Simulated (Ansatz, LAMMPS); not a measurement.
# Localised basis functions on liquid Al at 1200 K (111 atoms), part 2 of 2

Aim: test how closely localised support functions follow the reference on liquid Al at 1200 K (111 atoms), and at what cost. A setting counts as converged where the r.m.s. difference of forces stays under 1 % of the r.m.s. force.

Ansatz 0.2.0; Kohn-Sham DFT, PBE, PAW (set soft_2), plane waves.

The cell: 111 Al. The starting topology of bonds comes from the classical model.

So far. Step 12 (Support functions medium, radius 6.01 Å): Forces differ from the reference by 0.19 meV/Å r.m.s., 0.023 % of their size, well within a tolerance of 1 %; the energy by -0.59 meV/atom.

## (14) What the reference run shows

With the settings judged, the reference run is read for its physics.

Neighbours are counted within 3.68 Å (Al-Al).

Length of the force by element and coordination:

```
element  coordination  atoms  mean length of the force (eV/Å)  spread  least   most
     Al           all    111                             1.25   0.712  0.192   3.44
     Al             8      1                            0.711       0  0.711  0.711
     Al             9      7                             1.36   0.357  0.928   2.01
     Al            10     19                             1.21   0.588  0.290   2.30
     Al            11     41                             1.20   0.670  0.192   2.88
     Al            12     28                             1.32   0.889  0.306   3.44
     Al            13     10                             1.39   0.681  0.602   2.44
     Al            14      5                             1.18   0.742  0.322   2.21
```

Intrinsic-atomic-orbital charges by element and coordination:

```
element  coordination  atoms  mean charge (e)  spread    least     most
     Al           all    111                0  0.0468   -0.178   0.0957
     Al             8      1          -0.0351       0  -0.0351  -0.0351
     Al             9      7          -0.0407  0.0743   -0.178   0.0788
     Al            10     19          -0.0409  0.0424   -0.127   0.0372
     Al            11     41           9.0e-4  0.0341  -0.0701   0.0805
     Al            12     28            0.016  0.0291  -0.0404   0.0867
     Al            13     10           0.0234  0.0334  -0.0266   0.0834
     Al            14      5           0.0755  0.0192   0.0457   0.0957
```

States in the cell by windows of 0.5 eV, zero at the Fermi level; the larger projections on atomic orbitals stand beside the total:

```
from (eV)  to (eV)  total  Al p  Al s
      -11    -10.5    0.0   0.0   0.0
    -10.5      -10    2.9   0.8   2.1
      -10     -9.5    4.9   2.0   2.9
     -9.5       -9    8.7   4.3   4.3
       -9     -8.5    7.0   3.8   3.2
     -8.5       -8   12.6   7.4   5.2
       -8     -7.5   10.3   6.2   4.1
     -7.5       -7   13.2   8.1   5.0
       -7     -6.5   12.4   7.6   4.7
     -6.5       -6   17.2  10.8   6.3
       -6     -5.5   15.2   9.6   5.4
     -5.5       -5   13.5   8.7   4.8
       -5     -4.5   20.0  12.8   7.1
     -4.5       -4   19.7  13.2   6.4
       -4     -3.5   19.1  13.4   5.6
     -3.5       -3   17.8  12.9   4.8
       -3     -2.5   23.9  17.5   6.1
     -2.5       -2   21.2  15.5   5.4
       -2     -1.5   23.2  16.9   5.9
     -1.5       -1   24.6  17.5   6.5
       -1     -0.5   24.4  17.1   6.6
     -0.5        0   22.4  15.7   5.9
        0      0.5   23.6  16.9   5.7
      0.5        1   28.0  19.7   6.8
        1      1.5   29.5  20.4   7.2
      1.5        2   27.2  18.6   6.5
```

The curve was stored every 0.10 eV, coarse against its broadening of 0.08 eV, so these counts are rough.

The levels nearest the highest filled one (over half full), pooled over k-points and spins:

| level less the highest filled one (eV) | occupation |
| --- | --- |
| -0.02 | 1.11 |
| -0.01 | 1.06 |
| -0.0084 | 1.05 |
| -0.0034 | 1.03 |
| -0.001 | 1.01 |
| 0 | 1.01 |
| 0.0093 | 0.962 |
| 0.0192 | 0.913 |
| 0.0227 | 0.896 |
| 0.0282 | 0.869 |
| 0.04 | 0.811 |
| 0.041 | 0.807 |

ELF in the bc plane at fractional x = 0.251, with atoms of Al within 0.2 Å of it. It is the smooth field of the valence electrons, not physical close to the nuclei.

Ten even steps from '0' (0.09) to '9' (0.87), each cell a mean:
```
655666543222233455457654454321235676
566665421111233334456664455421122345
545775321111222112234520015544433334
545775433332222234456610006777765445
677765456765445567877752257885213555
778764467620367777776543445761001566
211454355100067776554221223453114776
010153234311476654443334432346777775
412563223567776554333567753235777787
776653345666666565434578853235423688
654445677766665566534688742244010167
655445677665567775434788742245200477
765554555545567765334532344345655677
877643333335543455335102046544444467
876544333345401025446521266554444457
665455566556510157557898754445554556
555566677545677887667888532235554445
566777765423466666641125532344432234
556666532234555445520105865565421134
765543211358886544652148976676533357
876443223579998655666667742367655458
765555555667876666666545654566662002
565565676544444564224533567765661010
655565555432233562004543345533455445
```
Columns run along b (12.9 Å), rows up along c (12.9 Å). Atoms in or near the plane, at fractional coordinates: Al at (0.66, 0.86), Al at (0.85, 0.76), Al at (0.04, 0.68), Al at (0.30, 0.72), Al at (0.40, 0.38), Al at (0.64, 0.43), Al at (0.94, 0.07), Al at (0.59, 0.23), Al at (0.88, 0.55).

Valence density in the bc plane at fractional x = 0.251, with atoms of Al within 0.2 Å of it. It is the smooth field of the valence electrons, not physical close to the nuclei.

Ten even steps from '0' (0.07 e/Å³) to '9' (0.30 e/Å³), each cell a mean:
```
323344322111112234456544432100012333
334443210000011112344565554210000112
445653210000000011124541025422111113
556764322111001123345630026655543334
678764445543333456776653356675324545
788754457632356677775433333552003666
433553345300266665543211111243225777
100242123323565443322222211124567776
422431112345555433222345431113566677
554321122344555544323466531123434676
433222344444566665323567531123100365
543333445544567864323678632134312576
654432333334578864224543443224556677
876432111224555664224300144323344457
775432222224410034334532344322333456
554444443323421144334676432122333345
444455554322344543345675310012222223
455565542111223323442135421112110012
455543210012233223430016754333210013
665421000024664323443369986664322246
864321001247986433445567864566444568
764333333457775444554434565565553114
543344455444443454334433456543442002
433344444322222343124532333211133334
```
Columns run along b (12.9 Å), rows up along c (12.9 Å). Atoms in or near the plane, at fractional coordinates: Al at (0.66, 0.86), Al at (0.85, 0.76), Al at (0.04, 0.68), Al at (0.30, 0.72), Al at (0.40, 0.38), Al at (0.64, 0.43), Al at (0.94, 0.07), Al at (0.59, 0.23), Al at (0.88, 0.55).

Intrinsic-atomic-orbital charges run from -0.18 to +0.10 e. Among metals such projection charges depend strongly on the orbitals used and are no measure of ionicity. Within 0.4 eV of the Fermi level the largest share is Al p (74 % of the projected weight).

## (15) Structure statistics

Bonds and neighbours are counted at the geometry of the runs.

Density 2.33 g/cm³, 19.24 Å³ an atom.

Pair distribution function in bins of 0.2 Å:

```csv
r (Å),total
2.20,0.05
2.40,0.68
2.60,1.77
2.80,2.35
3.00,1.90
3.20,1.52
3.40,0.92
3.60,0.70
3.80,0.66
4.00,0.64
4.20,0.62
4.40,0.85
4.60,0.92
4.80,1.06
5.00,1.15
5.20,1.27
5.40,1.23
5.60,1.10
5.80,1.00
6.00,0.93
6.20,0.90
```

Bonds by pair of elements; cutoffs follow the first minimum of g(r), held within bounds set by covalent radii, and pairs that aren't listed don't count as bonded:

| pair A-B | cutoff (Å) | bonds | mean length (Å) | spread (Å) | shortest (Å) | B about A | A about B |
| --- | --- | --- | --- | --- | --- | --- | --- |
| Al-Al | 3.68 | 624 | 3.01 | 0.329 | 2.28 | 11.2 | 11.2 |

How many atoms have how many bonded neighbours:

| element | mean | 8 | 9 | 10 | 11 | 12 | 13 | 14 |
| --- | --- | --- | --- | --- | --- | --- | --- | --- |
| Al | 11.2 | 1 | 7 | 19 | 41 | 28 | 10 | 5 |

The first maximum of g(r) stands at about 2.8 Å. Counting bonds as in the table, 37 % of Al atoms have 11 bonded neighbours.

The surroundings of Al9, which has 10 bonded neighbours where the commonest count for Al is 11, nearest first, numbered as they follow in the input and with coordinates relative to it.

| atom | x | y | z | distance (Å) | bonds | intrinsic-atomic-orbital charge (e) | Fx | Fy | Fz (eV/Å) |
| --- | --- | --- | --- | --- | --- | --- | --- | --- | --- |
| Al9 | 0.00 | 0.00 | 0.00 | 0.00 | 10 | -0.01 | 0.16 | 0.78 | 0.40 |
| Al98 | 0.57 | -2.56 | 0.34 | 2.65 | 10 | -0.07 | 0.09 | 0.00 | 0.43 |
| Al74 | 0.61 | -1.60 | -2.11 | 2.72 | 10 | 0.01 | 0.32 | 0.63 | 1.89 |
| Al76 | -2.63 | -0.37 | -0.70 | 2.75 | 10 | -0.05 | 0.47 | 0.03 | 0.88 |
| Al73 | -0.32 | 1.38 | -2.49 | 2.87 | 12 | 0.01 | -0.23 | -0.24 | 0.51 |
| Al37 | -0.97 | -0.74 | 2.78 | 3.03 | 13 | 0.06 | 0.72 | -1.84 | -0.25 |
| Al50 | 1.95 | 0.66 | 2.26 | 3.06 | 12 | -0.03 | -0.44 | 0.25 | -0.98 |
| Al94 | -1.31 | 1.62 | 2.26 | 3.07 | 11 | -0.04 | -1.36 | 0.44 | -1.78 |
| Al100 | -1.21 | 2.84 | -0.46 | 3.12 | 11 | 0.00 | 0.82 | -0.12 | 0.53 |
| Al12 | 3.17 | -1.39 | -0.35 | 3.48 | 11 | 0.01 | -1.14 | 0.31 | 0.54 |
| Al72 | 2.69 | 1.12 | -1.90 | 3.48 | 11 | 0.07 | -0.61 | 0.08 | 0.22 |

The column of bonds counts only the pairs Al-Al within 3.68 Å; other neighbours, such as metal atoms beside each other in a compound, aren't counted, and periodic images can show an atom twice.

## (16) Results

| Property | Result |
| --- | --- |
| free energy per atom | -537.2020 eV/atom |
| pressure | 0.8227 GPa |
| r.m.s. force component | 0.8327 eV/Å |
| wall time of the 10 DFT runs | 25 min |

What this shows: Against plane waves at 420 eV, the forces differ by 0.30 meV/Å (0.036 %) with support functions medium, and by 0.19 meV/Å in the closest run (support functions medium, radius 5.41 Å). Differences between support functions and plane waves include what basis error the plane-wave run still has. As the radius goes from 3.89 to 6.01 Å, the force difference goes from 0.35 to 0.19 meV/Å, and the time from 72 s to 4.7 min.

137 levels are partly filled, by over 2 % (on the run's k-points), as in a metal. Counting bonds as in the table, 37 % of Al atoms have 11 bonded neighbours.

Caveats: The force components of 0.83 eV/Å r.m.s. come partly from thermal motion and partly from the difference between the classical potential and DFT. The pressure of a single frame lacks the kinetic term.

[Logs are printed without paths, hosts, clocks, repeated set-up lines and the standing remarks that a program may print on its own settings, such as how far it seeks lower states.]

[Hosts, paths, dates, database ids (printed as entryN), source tags and the programs' standing remarks are cut or masked in the printed files.]
